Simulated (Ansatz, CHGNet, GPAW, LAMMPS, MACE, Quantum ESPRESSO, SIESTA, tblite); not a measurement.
# GPAW runs on glassy 65P2O5-35BaO (mol %) (89 atoms)

How do the settings of GPAW change the result for glassy 65P2O5-35BaO (mol %) (89 atoms)? A plane-wave run serves as the yardstick.

Main program and level: GPAW 26.7.0; the method is named at each step.

## Step 1: The structure

The cell holds 89 atoms: 22 P, 6 Ba and 61 O. Its edges and angles: a = 11.076 Å, b = 11.076 Å, c = 11.076 Å, α = 90.0°, β = 90.0°, γ = 90.0°. 89 atoms (22 P, 6 Ba, 61 O) placed at random at 3.09 g/cm³, melted at 4000 K for 10 ps at fixed volume with the Morse and Coulomb pair potential with partial charges (Pedone, Malavasi, Menziani, Cormack and Segre, J. Phys. Chem. B 110, 11780 (2006)). Quenched from 4000 K to 300 K at 10 K/ps and fixed volume, held 10 ps at zero pressure.

The yardstick, on the same geometry:

| Item | Value |
| --- | --- |
| method | Kohn-Sham DFT, PBE, PAW, plane waves (Ansatz 0.2.0); cutoff 420 eV, Γ point, fermi-dirac smearing of 0.05 eV; PAW set soft_2 |
| r.m.s. force component | 1.485 eV/Å |
| longest force | 7.819 eV/Å |
| pressure | 1.929 GPa |
| gap (highest filled to lowest empty level) | 0.5265 eV |
| SCF cycles | 11 |
| time | 25 s on 4 threads of Arm Neoverse V1, shared host |
| CPU time | 94 s |

## Step 2: PBE, LCAO dzp, h 0.18 Å

Method: Kohn-Sham DFT, PBE, PAW, atomic orbitals (dzp).

Input file run.py:

```python
import numpy as np
from ase.io import read
from gpaw import GPAW, FermiDirac

atoms = read("structure.xyz")
atoms.calc = GPAW(
    mode="lcao",
    basis="dzp",
    h=0.18,
    xc="PBE",
    kpts={"size": (1, 1, 1), "gamma": True},
    occupations=FermiDirac(0.05),
    maxiter=200,
    symmetry={"point_group": False},
    txt="gpaw.txt",
)
energy = atoms.get_potential_energy(force_consistent=True)
forces = atoms.get_forces()
print(f"energy {energy:.6f} eV")
print("forces (eV/A)")
for i, (a, f) in enumerate(zip(atoms, forces)):
    print(f"{i:4d} {a.symbol:2s} {f[0]:10.5f} {f[1]:10.5f} {f[2]:10.5f}")
print(f"Fermi level {atoms.calc.get_fermi_level():.4f} eV")
for k in range(len(atoms.calc.get_ibz_k_points())):
    for s in range(atoms.calc.get_number_of_spins()):
        e = atoms.calc.get_eigenvalues(kpt=k, spin=s)
        n = np.searchsorted(e, atoms.calc.get_fermi_level())
        print(f"k {k} spin {s} levels about the Fermi level:", np.round(e[max(n - 6, 0):n], 4).tolist(), "|", np.round(e[n:n + 6], 4).tolist())
```

Input file structure.xyz:

```xyz
89
Lattice="11.07620 0.00000 0.00000 0.00000 11.07620 0.00000 0.00000 0.00000 11.07620" Properties=species:S:1:pos:R:3 pbc="T T T"
P 10.05974 9.28739 0.47041
P 6.02279 6.18639 9.83766
P 2.74546 8.33938 0.54739
P 5.44417 9.33591 4.31352
P 4.64403 0.35189 8.00698
P 7.29124 10.68023 0.81454
P 3.26549 4.85570 10.42403
P 0.66956 9.60307 7.07459
P 2.76805 1.89481 9.95761
P 1.98862 7.29744 8.83936
P 5.19507 3.29085 2.16241
P 6.69977 1.04404 3.69059
P 9.45907 1.95307 4.83952
P 0.32276 1.48476 7.98871
P 2.42248 8.92897 4.54756
P 2.50411 0.20657 1.46660
P 10.17327 6.67075 9.90511
P 5.68120 8.08718 1.28141
P 0.02570 1.70596 2.26265
P 7.07082 5.76583 2.76296
P 6.05979 2.49392 6.61116
P 9.78228 8.88721 3.50672
Ba 7.59584 8.86727 7.60071
Ba 8.77556 5.67677 6.22549
Ba 0.82817 5.65817 2.43422
Ba 4.58931 5.99477 5.89642
Ba 2.71611 2.04079 4.88305
Ba 8.43298 2.97119 10.42281
O 1.56828 9.43017 5.70347
O 10.64113 1.76311 3.75251
O 7.20806 0.16116 2.25844
O 7.26300 3.30979 6.96870
O 2.36001 5.78432 9.61126
O 2.68421 8.03933 10.09773
O 4.73541 3.30481 6.74950
O 9.70851 1.18670 6.09656
O 9.20831 3.46375 4.77606
O 1.53760 8.80093 8.06148
O 3.92253 1.21672 9.11516
O 8.63855 9.95329 0.49610
O 8.53178 5.67965 2.47099
O 0.69858 0.01584 7.49704
O 2.87804 3.42930 10.03736
O 6.94932 0.65981 10.92844
O 9.13288 6.58513 8.80934
O 4.12544 7.96589 1.07605
O 1.94620 9.58280 3.28786
O 8.14189 1.39228 4.10130
O 9.94211 1.43614 1.36082
O 5.95157 7.39248 10.86520
O 2.78721 6.88330 7.63693
O 1.47435 1.62576 9.10951
O 5.47629 8.80536 2.90495
O 9.82392 7.95891 10.72863
O 4.84030 3.10632 0.75451
O 10.36699 9.04283 7.19211
[... 29 atom lines left out ...]
O 0.71486 2.47188 6.92994
O 10.13627 1.53837 8.78309
O 3.04130 5.26585 0.76969
O 10.37818 5.40840 10.69762
```

Command:

```
$ OMP_NUM_THREADS=1 python run.py > output.txt
```

Log:

```text
energy -558.562386 eV
forces (eV/A)
   0 P     1.96242    0.59610    1.75904
   1 P     1.08757   -0.54190    0.54636
   2 P    -3.70894    0.31457   -0.64295
   3 P    -0.68441   -0.44850   -1.22176
   4 P    -1.71892   -3.72850   -2.83011
   5 P     0.56387    1.10435    2.62026
   6 P     0.60733    6.74211    3.43340
   7 P    -0.00629   -2.54473   -0.26549
   8 P    -0.82183   -2.46246   -3.51816
   9 P    -0.19403    0.02865   -0.95448
  10 P    -0.68962    2.48781   -0.23480
  11 P     1.16660    0.24584    0.15648
  12 P     0.04466    1.10893    1.83309
  13 P    -1.90884    1.03844   -1.56615
  14 P    -2.49986   -1.43699   -4.97618
  15 P     0.62959   -0.35441    3.20880
  16 P     0.04393   -2.29331   -0.39243
  17 P     1.97202    0.44379    0.81879
  18 P    -3.50086    3.00229   -2.73540
  19 P     3.40673   -2.38527    2.38217
  20 P    -1.57019    3.28974   -0.68664
  21 P    -3.41513    1.84864    3.28073
  22 Ba    0.02767    0.92783    0.37165
  23 Ba    0.29940   -1.29498   -1.37703
[...]
81 O     1.19983    1.60900    0.66392
  82 O     1.32987   -0.09034    0.88541
  83 O     4.25135   -0.66727    2.47067
  84 O     0.09785    1.30823   -0.90106
  85 O     1.24090    1.18557   -1.03570
  86 O    -1.36002    0.18634    0.92393
  87 O    -0.40163   -0.93456    1.83759
  88 O    -0.04470   -0.82431    1.35470
Fermi level 5.4941 eV
k 0 spin 0 levels about the Fermi level: [3.0518, 3.3529, 3.5264, 4.0838, 4.6565, 5.329] | [5.6592, 6.0895, 6.4083, 6.5495, 6.8659, 7.0564]
```

gpaw.txt:

```text
Input parameters:
  mode=LCAO(),
  basis={'default': 'dzp'},
  h=0.18,
  kpts=MonkhorstPack(size=(1, 1, 1), gamma=True),
  maxiter=200,
  occupations=Occupations(name='fermi-dirac', width=0.05, fixmagmom=False),
  symmetry=Symmetry(point_group=False),
  xc=XC(name='PBE')
Unit cell  # Å
| periodic |         x |         y |         z |   lengths |    angles |
|----------|-----------|-----------|-----------|-----------|-----------|
|      yes | 11.076200 |  0.000000 |  0.000000 | 11.076200 | 90.000000 |
|      yes |  0.000000 | 11.076200 |  0.000000 | 11.076200 | 90.000000 |
|      yes |  0.000000 |  0.000000 | 11.076200 | 11.076200 | 90.000000 |
Number of symmetries: 1
Symmetry operations  # r_c * U_cc + t_c -> r_c
|   | kind |            matrix            |
|---|------|------------------------------|
| 0 |  E   |  1, 0, 0,  0, 1, 0,  0, 0, 1 |
BZ-sampling:
  Number of BZ points: 1
  Number of IBZ points: 1
  Monkhorst-Pack size: [1, 1, 1]
  Monkhorst-Pack shift: [0, 0, 0]
[... lines left out ...]
  Fermi-Dirac:
[... lines left out ...]
    Stencil: 6*3+1=19 point O(h^6) finite-difference Laplacian
xc functional:
  name: PBE with 2 nearest neighbor stencil
interpolation: tri-quintic # 5. degree polynomial
Initialization done in: 11.610 s
convergence criteria:
- Maximum [total energy] change in last 3 cyles: 0.0005 eV / valence electron
- Maximum integral of absolute [dens]ity change: 0.0001 electrons / valence electron
- Maximum integral of absolute [eigenst]ate change: 4e-08 eV^2 / valence electron
maximum number of iterations: 200
SCF iterations
|iter     |      energy | eigst |  dens |
|---------|-------------|-------|-------|
|iter:   1| -631.518826 |      c|       |
|iter:   2| -613.592093 |      c| -0.83 |
|iter:   3| -558.593798 |      c| -0.87 |
|iter:   4| -558.650576 |      c| -1.50 |
|iter:   5| -559.192125 |      c| -1.80 |
|iter:   6| -558.736457 |      c| -1.96 |
|iter:   7| -558.700651 |      c| -2.28 |
|iter:   8| -558.632304c|      c| -2.65 |
|iter:   9| -558.598756c|      c| -2.96 |
|iter:  10| -558.563371c|      c| -3.10 |
|iter:  11| -558.544967c|      c| -3.37 |
|iter:  12| -558.547148c|      c| -3.77 |
|iter:  13| -558.547044c|      c| -4.22c|
Converged in 13 steps
SCF loop duration: 185.931 s (14.302 s/step)
Energy contributions relative to reference atoms: (reference = -1656823.145927)
Energy contributions:
  Kinetic:         552.966752
  Coulomb:        -403.379931
  Zero:              8.990469
  External:          0.000000
  Xc:             -717.108991
  Entropy:          -0.030685
  Spinorbit:         0.000000
  ----------------------------
  Free energy:    -558.562386
  Extrapolated:   -558.547044
dipole moment: (-82.657004, -89.700037, 55.363662)  # |e|*Ang
Fermi level: 5.494
Eigenvalues  # (at kpt = [0.000, 0.000, 0.000])
| band index |      eig [eV] | occ [0-2] |
|------------|---------------|-----------|
|          0 |       -24.603 |     2.000 |
|        ... |               |           |
|        260 |         2.752 |     2.000 |
|        261 |         2.897 |     2.000 |
[...]
|        275 |         7.352 |     0.000 |
|        ... |               |           |
|        325 |        10.435 |     0.000 |
Gap: 0.330 eV
Transition (v -> c):
  (s=0, k=0, n=267, [0.00, 0.00, 0.00]) -> (s=0, k=0, n=268, [0.00, 0.00, 0.00])
No difference between direct/indirect transitions
Force computation time: 33.883  # s
timing:  # [seconds]
  Total:  231.455  # ━━━━━━━━━━━━━━━━━━━━━━━━━━━━━━━━━━━━━━━━━━━━━━━━━━━━━━━━
  Init:    11.609  # ━━━
  SCF:    185.931  # ━━━━━━━━━━━━━━━━━━━━━━━━━━━━━━━━━━━━━━━━━━━━━
  Forces:  33.883  # ━━━━━━━━
```

Wall time 3.9 min (1 thread of Arm Neoverse V1, shared host); peak memory 1.5 GiB.

Banners, paths, timers and routine set-up lines are dropped from the logs unmarked, and long logs keep their key lines alone; longer cuts are marked.

Numbers from this run, and their distance from the reference:

```yaml
r_m_s_force_component: 1.736 eV/Å
r_m_s_difference_of_force_components: 574.9 meV/Å
longest_difference_of_force_vectors: 1740 meV/Å
force_difference_over_r_m_s_force: 38.7 %
slope_of_forces_against_the_reference_s: 1.108
correlation_of_force_components: 0.9481
spacing_of_highest_filled_and_lowest_empty_level: 0.3302 eV
gap_difference: -0.1963 eV
```

This run lies far from the reference in forces at the same functional.

Length of the force difference by element (eV/Å):

| element | atoms | mean | most |
| --- | --- | --- | --- |
| Ba | 6 | 0.12 | 0.23 |
| O | 61 | 1.1 | 1.7 |
| P | 22 | 0.27 | 0.55 |

Levels nearest the highest filled one (eV from it): -2.28, -1.98, -1.80, -1.25, -0.67, 0.00, 0.33, 0.76, 1.08, 1.22, 1.54, 1.73.

A closer look about P15, picked at random: 9 atoms, nearest first, numbered in the order of the input, with positions taken from that point.

| atom | x | y | z | distance (Å) | bonds | Fx | Fy | Fz (eV/Å) |
| --- | --- | --- | --- | --- | --- | --- | --- | --- |
| P15 | 0.00 | 0.00 | 0.00 | 0.00 | 4 | -2.50 | -1.44 | -4.98 |
| O57 | 0.08 | -1.49 | -0.07 | 1.49 | 3 | 0.25 | -4.09 | 0.57 |
| O47 | -0.48 | 0.65 | -1.26 | 1.50 | 1 | -0.46 | 1.05 | -0.83 |
| O29 | -0.85 | 0.50 | 1.16 | 1.52 | 2 | -2.28 | 2.31 | 3.80 |
| O81 | 1.50 | 0.35 | 0.10 | 1.55 | 2 | 2.97 | 2.74 | 2.18 |
| P4 | 3.02 | 0.41 | -0.23 | 3.06 | 4 | -0.68 | -0.45 | -1.22 |
| P8 | -1.75 | 0.67 | 2.53 | 3.15 | 4 | -0.01 | -2.54 | -0.27 |
| O80 | -2.99 | -1.23 | -0.52 | 3.28 | 2 | 2.52 | -4.35 | 1.00 |
| O53 | 3.05 | -0.12 | -1.64 | 3.47 | 2 | -0.46 | -1.07 | -3.09 |

Atoms are counted from 1 here, from 0 in the log.

Forces lie 39 % from the reference's, at 2.5 times its CPU time (on 1 against 4 cores).

The difference per atom is largest on O (1.1 eV/Å on average, against 0.27 on P).

## Step 3: PBE, LCAO dzp, h 0.18 Å, other mixer settings

Method: Kohn-Sham DFT, PBE, PAW, atomic orbitals (dzp).

Changes to run.py since step 2:

```diff
@@ -2,3 +2,4 @@
 from ase.io import read
-from gpaw import GPAW, FermiDirac
+from gpaw import GPAW, FermiDirac, Mixer
+from ase.parallel import parprint as print
 
@@ -12,2 +13,3 @@
     occupations=FermiDirac(0.05),
+    mixer=Mixer(0.1, 5, 50),
     maxiter=200,
```

structure.xyz is that of step 2.

Command:

```
$ OMP_NUM_THREADS=1 mpirun -np 2 gpaw python run.py > output.txt
```

Log:

```text
energy -558.562385 eV
forces (eV/A)
   0 P     1.96264    0.59726    1.75268
   1 P     1.09023   -0.54125    0.54444
   2 P    -3.70960    0.31194   -0.64204
   3 P    -0.68173   -0.44625   -1.21964
   4 P    -1.71619   -3.73179   -2.83217
   5 P     0.56377    1.10499    2.61848
[...]
86 O    -1.36308    0.18630    0.92432
  87 O    -0.40307   -0.93106    1.84401
  88 O    -0.04480   -0.82696    1.35764
Fermi level 5.4932 eV
k 0 spin 0 levels about the Fermi level: [3.0519, 3.3517, 3.5251, 4.0826, 4.6552, 5.3272] | [5.6591, 6.0893, 6.4083, 6.5493, 6.8659, 7.0564]
```

gpaw.txt:

```text
Input parameters:
  mode=LCAO(),
  basis={'default': 'dzp'},
  h=0.18,
  kpts=MonkhorstPack(size=(1, 1, 1), gamma=True),
  maxiter=200,
[... lines left out ...]
  occupations=Occupations(name='fermi-dirac', width=0.05, fixmagmom=False),
[... lines left out ...]
  Fermi-Dirac:
[... lines left out ...]
convergence criteria:
- Maximum [total energy] change in last 3 cyles: 0.0005 eV / valence electron
[... lines left out ...]
Converged in 16 steps
[... lines left out ...]
  Free energy:    -558.562385
[... lines left out ...]
Fermi level: 5.493
[... lines left out ...]
|        ... |               |           |
|        260 |         2.752 |     2.000 |
|        261 |         2.897 |     2.000 |
[...]
|        275 |         7.352 |     0.000 |
|        ... |               |           |
|        325 |        10.435 |     0.000 |
Gap: 0.332 eV
Transition (v -> c):
  (s=0, k=0, n=267, [0.00, 0.00, 0.00]) -> (s=0, k=0, n=268, [0.00, 0.00, 0.00])
No difference between direct/indirect transitions
Force computation time: 16.667  # s
```

It took 2.5 min on 2 MPI ranks; peak memory 1.8 GiB; 4.9 min of CPU time.

Compared with the plane-wave run:

```
r.m.s. force component                           : 1.736 eV/Å
r.m.s. difference of force components            : 575.2 meV/Å
longest difference of force vectors              : 1742 meV/Å
force difference over r.m.s. force               : 38.73 %
slope of forces against the reference's          : 1.108
correlation of force components                  : 0.9481
gap (highest filled to lowest empty level) : 0.3319 eV
gap difference                                   : -0.1946 eV
energy less the same-level run's                 : 0 meV/atom
r.m.s. force difference from the same-level run  : 2.876 meV/Å
```

This run lies far from the reference in forces at the same functional.

Against the first run (39 %), the force difference from the reference is 39 %, at 1.3 times the CPU time (on 2 against 1 cores): another solver or mixer reaches the same state.

The difference per atom is largest on O (1.1 eV/Å on average, against 0.26 on P).

## Step 4: PBE, LCAO dzp, h 0.22 Å

Method: Kohn-Sham DFT, PBE, PAW, atomic orbitals (dzp).

Changes to run.py since step 3:

```diff
@@ -2,4 +2,3 @@
 from ase.io import read
-from gpaw import GPAW, FermiDirac, Mixer
-from ase.parallel import parprint as print
+from gpaw import GPAW, FermiDirac
 
@@ -9,3 +8,3 @@
     basis="dzp",
-    h=0.18,
+    h=0.22,
     xc="PBE",
@@ -13,3 +12,2 @@
     occupations=FermiDirac(0.05),
-    mixer=Mixer(0.1, 5, 50),
     maxiter=200,
```

structure.xyz is that of step 3.

Command:

```
$ OMP_NUM_THREADS=1 python run.py > output.txt
```

Log:

```text
energy -548.391671 eV
forces (eV/A)
   0 P     1.96295    0.58722    1.74812
   1 P     1.07507   -0.54149    0.52838
   2 P    -3.71450    0.30504   -0.65268
   3 P    -0.68769   -0.43788   -1.22993
   4 P    -1.70051   -3.73178   -2.81554
   5 P     0.56253    1.10534    2.62944
[...]
86 O    -1.48808    0.43704    1.11324
  87 O    -0.18983   -1.13132    1.74199
  88 O    -0.20154   -0.74967    1.53529
Fermi level 5.4968 eV
k 0 spin 0 levels about the Fermi level: [3.0585, 3.3557, 3.5288, 4.0876, 4.6605, 5.332] | [5.6616, 6.0929, 6.412, 6.5513, 6.8702, 7.0588]
```

gpaw.txt:

```text
Input parameters:
  mode=LCAO(),
  basis={'default': 'dzp'},
  h=0.22,
  kpts=MonkhorstPack(size=(1, 1, 1), gamma=True),
  maxiter=200,
  occupations=Occupations(name='fermi-dirac', width=0.05, fixmagmom=False),
[... lines left out ...]
  Fermi-Dirac:
[... lines left out ...]
convergence criteria:
- Maximum [total energy] change in last 3 cyles: 0.0005 eV / valence electron
[... lines left out ...]
Converged in 13 steps
[... lines left out ...]
  Free energy:    -548.391671
[... lines left out ...]
Fermi level: 5.497
[... lines left out ...]
|        ... |               |           |
|        325 |        10.438 |     0.000 |
Gap: 0.330 eV
Transition (v -> c):
  (s=0, k=0, n=267, [0.00, 0.00, 0.00]) -> (s=0, k=0, n=268, [0.00, 0.00, 0.00])
No difference between direct/indirect transitions
Force computation time: 23.593  # s
timing:  # [seconds]
  Total:  165.634  # ━━━━━━━━━━━━━━━━━━━━━━━━━━━━━━━━━━━━━━━━━━━━━━━━━━━━━━━━
  Init:     9.789  # ━━━╸
  SCF:    132.222  # ━━━━━━━━━━━━━━━━━━━━━━━━━━━━━━━━━━━━━━━━━━━━╸
  Forces:  23.593  # ━━━━━━━━
```

Wall time 2.8 min (1 thread); peak memory 1.1 GiB.

Compared with the plane-wave run:

```
r.m.s. force component                           : 1.731 eV/Å
r.m.s. difference of force components            : 583.5 meV/Å
longest difference of force vectors              : 1804 meV/Å
force difference over r.m.s. force               : 39.28 %
slope of forces against the reference's          : 1.101
correlation of force components                  : 0.9455
gap (highest filled to lowest empty level) : 0.3296 eV
gap difference                                   : -0.1969 eV
energy less the same-level run's                 : 114.3 meV/atom
r.m.s. force difference from the same-level run  : 113.5 meV/Å
```

This is a coarse setting, run to see what it loses.

Against the first run (39 %), the force difference from the reference is 39 %, at 0.72 times the CPU time: the change moves forces by 114 meV/Å r.m.s., so most of the difference comes from elsewhere.

The difference per atom is largest on O (1.1 eV/Å on average, against 0.27 on P). The forces add up to 0.67 eV/Å instead of zero, usually a sign of too coarse a grid.

(Continued in part 2 of 2.)

[Also dropped from logs without a mark: logging warnings of Python, and SIESTA's first energy breakdown and zero terms.]

[Logs are printed without paths, hosts, clocks, repeated set-up lines and the standing remarks that a program may print on its own settings, such as how far it seeks lower states.]

[Hosts, paths, dates, database ids (printed as entryN), source tags and the programs' standing remarks are cut or masked in the printed files.]
